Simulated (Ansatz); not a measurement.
# What NaVSe3 (model cell, started as cubic perovskite with V in the octahedra) distorts into

Aim: this structure of NaVSe3 (model cell, started as cubic perovskite with V in the octahedra) is to be tested for unstable modes, and one is followed downhill.

Main program and level: Ansatz 0.2.0; DFT PBE, scalar-relativistic, plane waves, PAW; PAW set soft_1.

This is a report of a sequence of runs, with most program output left out.

The structure was built from a prototype and need not be the compound's stable phase.

## (1) Set-up

It takes space group Pm-3m (No. 221, cubic). Conventional cell: a = 4.893 Å, b = 4.893 Å, c = 4.893 Å, α = 90.00°, β = 90.00°, γ = 90.00°. Na has 12 Se at 3.46 Å nearest. V has 6 Se at 2.45 Å nearest. Se has 2 V at 2.45 Å and 4 Na at 3.46 Å nearest. Farther neighbours and most contacts between anions are not listed.

## (2) Phonons on a q mesh

The cell comes from relaxations at this level that are not shown. Stability and thermal properties need the whole zone. Linear response on a 2×2×2 q mesh gives force constants as far as a supercell of that size would.

input.yaml reads:

```yaml
crystal:
  lattice:
    - [4.8932201373, 0.0, 0.0]
    - [0.0, 4.8932201373, 0.0]
    - [0.0, 0.0, 4.8932201373]
  atoms:
    - { symbol: Na, position: [0.0, 0.0, 0.0] }
    - { symbol: V, position: [0.5, 0.5, 0.5] }
    - { symbol: Se, position: [0.5, 0.5, 0.0] }
    - { symbol: Se, position: [0.5, 0.0, 0.5] }
    - { symbol: Se, position: [0.0, 0.5, 0.5] }
kpoints:
  mp_grid: { grid: [8, 8, 8] }
hamiltonian:
  xc: pbe
  pseudopotentials: { kind: paw, azcp: { folder: soft_1 } }
scf:
  occupations: { method: methfessel_paxton, width: 0.2 }
output:
  eigenvalues: true
phonons:
  method: dfpt
  qmesh: [2, 2, 2]
  temperatures: { t_max: 1000, t_step: 50 }
  qpath:
    path:
      - [[0.0, 0.0, 0.0], [0.0, 0.5, 0.0], [0.5, 0.5, 0.0], [0.0, 0.0, 0.0], [0.5, 0.5, 0.5], [0.0, 0.5, 0.0]]
      - [[0.5, 0.5, 0.5], [0.5, 0.5, 0.0]]
    npoints: 10
```

Started as:

```sh
ansatz run input.yaml --threads 4 --pin off --max-ram 16384MiB --backend cpu --events-out ev --progress --plain --runs-dir out
```

It took 8.6 min on 4 threads of Arm Neoverse V1, shared host; peak memory 1.8 GiB.

This run has no spin polarisation, although V can carry a moment.

Numbers from this step:

- volume per atom: 23.43 Å³
- gap on the k-mesh: 0 eV
- sum-rule residual before enforcement: 5.46e-5 eV/Å²
- lowest frequency on the path: -132.8 cm⁻¹
- point group: m-3m
- highest frequency on the path or at a solved wavevector: 251.7 cm⁻¹
- highest optical mode at the zone centre (no LO-TO term): 200.2 cm⁻¹
- lowest optical zone-centre mode: -132.8 cm⁻¹
- lowest mode on the q mesh (acoustic modes at Γ apart): -132.8 cm⁻¹

Frequencies (cm⁻¹) solved at each irreducible wavevector; negative means imaginary. Frequencies by wavevector, by row:

```tsv
q in reciprocal lattice units	star	mode 1	mode 2	mode 3	mode 4	mode 13	mode 14	mode 15
0 0 0	1	-132.8	-132.8	-132.8	0	200.2	200.2	200.2
0 0 -0.5	3	-122.6	-122.6	4.3	4.3	190.2	190.2	206.3
0 -0.5 -0.5	3	-114.1	-48.7	-46.3	-46.3	127.7	178.8	230.2
-0.5 -0.5 -0.5	1	-91.2	-91.2	-49.2	-49.2	126.8	126.8	251.7
```

Interpolated from a 2×2×2 q mesh. Phonon branches along the path, in cm⁻¹:

```tsv
point	branch 1	branch 2	branch 3	branch 4	branch 12	branch 13	branch 14	branch 15
Γ	-133	-133	-133	0	36	200	200	200
halfway	-127	-127	-76	10	79	196	196	203
X	-123	-123	4	4	125	190	190	206
halfway	-117	-79	-31	-20	126	142	185	225
M	-114	-49	-46	-46	126	128	179	230
halfway	-121	-78	-74	-28	100	167	191	219
Γ	-133	-133	-133	0	36	200	200	200
halfway	-73	-73	-73	-33	105	156	156	235
R	-91	-91	-49	-49	127	127	127	252
halfway	-78	-70	-36	-35	124	124	140	242
X	-123	-123	4	4	125	190	190	206
jump to R	-91	-91	-49	-49	127	127	127	252
halfway	-76	-49	-45	-36	119	119	127	247
M	-114	-49	-46	-46	126	128	179	230
```

Symmetry leaves 4 wavevectors to solve. The lowest mode among them, the acoustic zeros apart, lies at Γ and is imaginary, 132.8i cm⁻¹, so the energy falls along it.

## (3) The mode frozen in, largest atomic shift 0 Å

The mode followed lies at Γ with frequency 132.8i cm⁻¹ and is 3-fold degenerate, the softest among the wavevectors solved. At small amplitude the distorted cell has space group no. 38 by a symmetry search on the positions. The undistorted cell that holds it gives the zero of energy on the same k mesh.

input.yaml, the sections that differ from step 2:

```yaml
output:
  forces: true
  stress: true
  eigenvalues: true
# crystal, kpoints, hamiltonian, scf: as in step 2
# phonons: removed
```

It took 3.6 s on 4 threads; peak memory 0.51 GiB; 14 s of CPU time.

This step gave:

* pressure: -0.004715 GPa
* energy from the undistorted cell: 0 meV/atom

The run ends at a pressure of 0.00 GPa.

## (4) The mode frozen in, largest atomic shift 0.45 Å

The atoms are moved along the unstable eigenvector, the largest shift by 0.45 Å, with the cell fixed.

input.yaml, the sections that differ from step 3:

```yaml
crystal:
  lattice:
    - [4.8932201373, 0.0, 0.0]
    - [0.0, 4.8932201373, 0.0]
    - [0.0, 0.0, 4.8932201373]
  atoms:
    - { symbol: Na, position: [0.0, -0.0009043796, -0.0009043796] }
    - { symbol: V, position: [0.5, 0.5650283541, 0.5650283541] }
    - { symbol: Se, position: [0.5, 0.477580846, 0.0031540135] }
    - { symbol: Se, position: [0.5, 0.0031540135, 0.477580846] }
    - { symbol: Se, position: [0.0, 0.477580846, 0.477580846] }
# kpoints, hamiltonian, scf, output: as in step 3
```

It took 22 s on 4 threads; peak memory 0.65 GiB.

This step gave:

| Quantity | Value |
| --- | --- |
| pressure | 2.678 GPa |
| energy from the undistorted cell | -32.01 meV/atom |

The energy, extrapolated to zero smearing, is -32.01 meV/atom against the undistorted cell.

The run ends at a pressure of 2.68 GPa, with forces up to 0.95 eV/Å.

## (5) Energy along the mode, all amplitudes (two of the runs are shown above)

An imaginary frequency means negative curvature, so the energy should fall and then rise again as anharmonic terms take over.

This step gave:

```yaml
depth_at_the_lowest_point_sampled: 32.01 meV/atom
largest_atomic_shift_at_that_point: 0.45 Å
```

Table of energy from the parent by largest atomic shift:

```tsv
largest atomic shift (Å)	energy from the parent (meV/atom)
0.000	0
0.040	-0.66
0.080	-2.34
0.140	-5.86
0.220	-13.2
0.320	-25.6
0.450	-32.0
0.600	11.3
```

Displacement at unit largest shift by atom:

```tsv
atom	x (Å)	y (Å)	z (Å)	size
Na1	0.000	-0.010	-0.010	0.014
V2	0.000	0.707	0.707	1.000
Se3	0.000	-0.244	0.034	0.246
Se4	0.000	0.034	-0.244	0.246
Se5	0.000	-0.244	-0.244	0.345
```

The lowest of the steps tried is at 0.45 Å, 32.0 meV/atom below the parent; the bottom of the well need not coincide with a step.

## (6) Relaxation from the frozen mode

Starting from the lowest point found, all atoms and the cell are let go, so that strain and other modes of the same symmetry can join in.

input.yaml, as its differences from that of step 4:

```diff
@@ -22 +22,6 @@
   eigenvalues: true
+relax:
+  adjacent_minimum: "off"
+  f_tol: 0.002
+  max_steps: 120
+  cell: { stress_tol: 0.03 }
```

Run time: 16 min. Hardware: 4 threads; peak memory 0.81 GiB; 64 min of CPU time.

The steps of the relaxation (22 of 40):

```tsv
step	energy less that of the first step (eV)	largest force component (eV/Å)	pressure (GPa)	volume (Å³)
1	0.0000	0.9453	2.68	117.16
3	-0.2417	0.1845	-0.39	120.74
5	-0.2873	0.1106	0.68	122.43
7	-0.3308	0.0770	0.30	131.07
8	-0.3340	0.0356	-0.20	134.62
10	-0.3433	0.1581	0.52	133.29
12	-0.3488	0.0784	-0.15	135.88
14	-0.3504	0.0087	0.03	136.47
16	-0.3497	0.0820	0.11	137.39
18	-0.3511	0.0019	0.00	137.06
20	-0.4140	0.0559	0.05	141.41
21	-0.4358	0.0907	0.05	147.69
23	-0.4469	0.2537	0.01	156.77
25	-0.4561	0.0470	-0.08	153.45
27	-0.4657	0.1109	0.16	151.16
29	-0.4693	0.0429	-0.12	148.62
31	-0.4700	0.0099	0.01	147.89
33*	-0.4851	0.0017	0.14	147.97
34	-0.4928	0.0574	0.20	148.02
36	-0.5006	0.0328	0.04	152.15
38	-0.5007	0.0017	0.00	152.56
40*	-0.5023	0.0014	0.00	152.55
```

Relaxation steps marked * repeat the geometry before them on a plane-wave basis chosen anew for their cell, so energy and pressure can jump there. Other such steps can lie between the rows shown. Relaxation steps 16, 37 were tried and not accepted.

Forces are held to the 4 operations that the run works with; a distortion that breaks them can't arise in this run.

```tsv
cell as run	before	after	change
a (Å)	4.893	4.037	-17.5 %
b (Å)	4.893	6.368	+30.1 %
c (Å)	4.893	6.368	+30.1 %
α (°)	90.00	68.71	-23.7 %
volume (Å³/atom)	23.43	30.51	+30.2 %
```

The atoms that moved most (Å, as changes of fractional coordinates times the final cell):

```tsv
atom	dx	dy	dz	length
Na1	0.000	-0.798	-0.798	1.129
V2	0.000	0.459	0.459	0.649
Se5	0.000	0.202	0.202	0.286
Se4	0.000	0.014	0.124	0.125
Se3	0.000	0.124	0.014	0.125
```

Final coordinates:

```xyz
5
Lattice="4.0371 0.0000 0.0000 0.0000 6.2587 1.1765 0.0000 1.1765 6.2587" Properties=species:S:1:pos:R:3 pbc="T T T"
Na    0.0000   -0.8050   -0.8050
V     2.0185    4.6598    4.6598
Se    2.0185    3.1167    0.5953
Se    2.0185    0.5953    3.1167
Se    0.0000    3.7529    3.7529
```

Numbers from this step:

```yaml
pressure: 0.003597 GPa
volume_per_atom: 30.51 Å³
gap_on_the_k_mesh: 0.2991 eV
```

The distorted start has space group Amm2; the relaxation ends in Amm2.

## (7) The new phase in its own primitive cell

The relaxed structure is symmetrised, reduced to its primitive cell and relaxed tightly, as its phonons need.

input.yaml reads:

```yaml
crystal:
  lattice:
    - [4.0370723972, 0.0, 0.0]
    - [0.0, 3.5936478056, 5.2574848585]
    - [0.0, -3.5936478056, 5.2574848585]
  atoms:
    - { symbol: Na, position: [0.0, 0.8917295514, 0.8917295514] }
    - { symbol: V, position: [0.5, 0.6267176851, 0.6267176851] }
    - { symbol: Se, position: [0.5, 0.4976816315, 0.0015666595] }
    - { symbol: Se, position: [0.5, 0.0015666595, 0.4976816315] }
    - { symbol: Se, position: [0.0, 0.5047441525, 0.5047441525] }
kpoints:
  mp_grid: { grid: [8, 6, 6] }
hamiltonian:
  xc: pbe
  pseudopotentials: { kind: paw, azcp: { folder: soft_1 } }
scf:
  occupations: { method: fixed }
output:
  forces: true
  stress: true
  eigenvalues: true
relax:
  adjacent_minimum: "off"
  f_tol: 0.001
  max_steps: 60
  cell: { stress_tol: 0.01 }
```

Elapsed: 1.9 min, on 4 threads; peak memory 0.67 GiB; 7.5 min of CPU time.

Relaxation path:

```tsv
step	energy less that of the first step (eV)	largest force component (eV/Å)	pressure (GPa)	volume (Å³)
1	0.0000	0.0078	0.01	152.55
2	0.0000	0.0034	0.00	152.67
3	0.0000	0.0175	-0.01	153.03
4	0.0000	0.0053	0.00	153.16
5	-0.0001	0.0011	0.00	153.09
6	-0.0001	0.0025	0.00	153.05
7	-0.0001	0.0006	0.00	153.08
8*	-0.0001	0.0006	0.00	153.08
```

Relaxation steps marked * repeat the geometry before them on a plane-wave basis chosen anew for their cell, so energy and pressure can jump there.

Forces are held to the 4 operations that the run works with; a distortion that breaks them can't arise in this run.

```tsv
conventional cell, symmetrised	before	after	change
a (Å)	4.037	4.029	-0.2 %
b (Å)	7.187	7.180	-0.1 %
c (Å)	10.515	10.583	+0.7 %
volume (Å³/atom)	30.51	30.62	+0.3 %
```

The atoms that moved most (Å, as changes of fractional coordinates times the final cell):

```tsv
atom	dx	dy	dz	length
Na1	0.000	0.000	-0.011	0.011
Se5	0.000	0.000	0.007	0.007
V2	0.000	0.000	0.006	0.006
```

Final coordinates:

```xyz
5
Lattice="4.0290 0.0000 0.0000 0.0000 3.5899 5.2917 0.0000 -3.5899 5.2917" Properties=species:S:1:pos:R:3 pbc="T T T"
Na    0.0000    0.0000    9.4266
V     2.0145    0.0000    6.6393
Se    2.0145    1.7796    2.6406
Se    2.0145   -1.7796    2.6406
Se    0.0000    0.0000    5.3491
```

Numbers from this step:

```yaml
pressure: -0.002291 GPa
gap_on_the_k_mesh: 0.2990 eV
volume_per_atom: 30.62 Å³
direct_gap_on_mesh: 0.6122 eV
```

The largest force component left is 0.56 meV/Å and the pressure is -0.002 GPa, within the tolerances set. The cell now holds 30.62 Å³/atom.

## (8) Modes of the new phase, k-mesh 8×6×6, occupations fixed

A relaxed structure may still be a saddle point, so its zone-centre modes are computed. The response to a homogeneous field gives the Born charges and the dielectric tensor.

input.yaml, the sections that differ from step 7:

```yaml
crystal:
  lattice:
    - [4.0290018557, 0.0, 0.0]
    - [0.0, 3.5898875964, 5.2917427355]
    - [0.0, -3.5898875964, 5.2917427355]
  atoms:
    - { symbol: Na, position: [0.0, 0.8906887772, 0.8906887772] }
    - { symbol: V, position: [0.5, 0.6273280341, 0.6273280341] }
    - { symbol: Se, position: [0.5, 0.4973623806, 0.001638584] }
    - { symbol: Se, position: [0.5, 0.001638584, 0.4973623806] }
    - { symbol: Se, position: [0.0, 0.5054219042, 0.5054219042] }
output:
  eigenvalues: true
phonons:
  method: dfpt
  dielectric: true
  rigid_motions: translations
# kpoints, hamiltonian, scf: as in step 7
# relax: removed
```

It took 11 min on 4 threads; peak memory 4 GiB.

This step gave:

```
sum-rule residual before enforcement                    : 3.51e-4 eV/Å²
miss of the charge sum rule                             : 0.002692 e
estimated error of the dielectric tensor                : 0.03685
estimated error of the Born charges                     : 0.02183 e
point group                                             : mm2
highest optical mode at the zone centre (no LO-TO term) : 386.8 cm⁻¹
lowest optical zone-centre mode                         : -41.77 cm⁻¹
mean high-frequency dielectric constant                 : 8.076
largest Born charge (third of the trace)                : 3.167 e
top of the zone-centre spectrum with the field          : 403.9 cm⁻¹
```

Patterns of degenerate modes are one choice out of their space. The modes at Γ (shares of kinetic energy by element, %) (negative means imaginary):

```tsv
mode	frequency (cm⁻¹)	symmetry	Na %	V %	Se %
1	-41.8	B2	17	1	82
2	0.0	acoustic	7	16	76
3	0.0	acoustic	7	16	76
4	0.0	acoustic	7	16	76
5	69.6	A2	0	0	100
6	75.8	B2	74	4	23
7	98.3	B1	17	14	69
8	101.2	B2	2	11	87
9	103.6	A1	72	2	26
10	115.2	B1	76	1	24
11	128.8	A1	20	2	78
12	194.5	A1	0	11	88
13	286.9	B1	0	69	31
14	374.2	A1	0	68	32
15	386.8	B2	0	68	32
```

Displacements in mode 1 (-41.8 cm⁻¹), the largest set to 1:
```
Na1  0.00 -1.00  0.00
V2   0.00  0.20  0.00
Se3  0.00 -0.27 -0.63
Se4  0.00 -0.27  0.63
Se5  0.00  0.70  0.00
```

Displacements in mode 7 (98.3 cm⁻¹), the largest set to 1:
```
Na1 -1.00  0.00  0.00
V2   0.61  0.00  0.00
Se3 -0.48  0.00  0.00
Se4 -0.48  0.00  0.00
Se5  0.86  0.00  0.00
```

Optical modes at the zone centre, without and with the macroscopic field of the longitudinal modes; each column is sorted by frequency, so a row need not hold one and the same mode. Modes with and without the field, by row:

```tsv
rank among optical modes	no field (cm⁻¹)	q along (1, 0, 0) (cm⁻¹)	q along (0, 1, 0) (cm⁻¹)	q along (0, 0, 1) (cm⁻¹)
1	-41.8	-41.8	-38.8	-41.8
2	69.6	69.6	69.6	69.6
3	75.8	75.8	77.8	75.8
4	98.3	101.2	98.3	98.3
5	101.2	101.5	101.3	101.2
6	103.6	103.6	103.6	115.2
7	115.2	122.9	115.2	116.6
8	128.8	128.8	128.8	134.4
9	194.5	194.5	194.5	194.6
10	286.9	328	286.9	286.9
11	374.2	374.2	374.2	379.6
12	386.8	386.8	403.9	386.8
```

Born charge (rows field, columns displacement) (e), principal values of the symmetric part by kind of site:

```tsv
atom	atoms with these values	low	middle	high	mean
Na1	1	0.78	1.25	1.30	1.11
V2	1	1.52	3.43	4.55	3.17
Se3	2	-2.47	-0.45	-0.31	-1.07
Se5	1	-4.90	-1.02	-0.47	-2.13
```

In full for Se3:

```
-0.45  0.00  0.00
 0.00 -1.87  1.27
 0.00  0.66 -0.90
```

High-frequency dielectric tensor:

```
9.09 0.00 0.00
0.00 8.91 0.00
0.00 0.00 6.22
```

Transverse modes; imaginary modes are left out. Lines of the infrared spectrum (strongest = 100):

```tsv
position (cm⁻¹)	label	relative intensity
70	A2	0.0
76	B2	1.4
98	B1	5.4
101	B2	0.1
104	A1	10
115	B1	8.5
129	A1	2.2
194	A1	0.0
287	B1	100
374	A1	11
387	B2	54
```

Before it was imposed, the acoustic sum rule was missed by 3.5e-4 eV/Å² and the charge sum rule by 0.0027 e. Small misses are needed for a sound result but don't prove that mesh and cutoff are converged. The lowest optical mode is imaginary, 41.8i cm⁻¹, so the energy falls along it.

## (9) Outcome

```
unstable mode of the parent                                                      : q = (0, 0, 0), 133i cm⁻¹
depth at the lowest point sampled                                                : 32.0 meV/atom
largest atomic shift at that point                                               : 0.45 Å
space group reached (within 0.01 Å)                                              : Amm2
energy gained over the parent (first relaxation, on the mesh of the frozen mode) : 132 meV/atom
volume per atom, phase reached                                                   : 30.6 Å³
gap on the k-mesh, phase reached                                                 : 0.299 eV
lowest optical zone-centre mode, phase reached                                   : -41.8 cm⁻¹
highest optical mode at the zone centre (no LO-TO term), phase reached           : 387 cm⁻¹
```

**Reading.** Along this mode the structure falls into Amm2, 132 meV/atom below the parent. At the parent's cell the well is 32.01 meV/atom deep on the steps tried, with its lowest point at a shift of 0.45 Å. Relaxing atoms and cell changes the gain by +100.31 meV/atom against the lowest step (energies at zero smearing). Most of the total comes from this relaxation. The new phase still has an imaginary mode at the zone centre of its cell, so it is a saddle point on the way to a lower structure. Of the 5 patterns followed to their end from this parent, this one reaches the lowest energy. Each path keeps the symmetry of its pattern, so a lower phase may lie along a pattern not tried. With no gap, or one that is small against the smearing, the frequencies hang on the k mesh and the smearing, most of all near Kohn anomalies. The phonon runs are without spin polarisation, although V often carries a moment. A phonon run warned that its eigensolver left some bands unconverged in a pass. The starting cell was built on a prototype and not taken from a measurement, so the phase need not exist.

[Logs are printed without paths, hosts, clocks, repeated set-up lines and the standing remarks that a program may print on its own settings, such as how far it seeks lower states.]

[Hosts, paths, dates, database ids (printed as entryN), source tags and the programs' standing remarks are cut or masked in the printed files.]
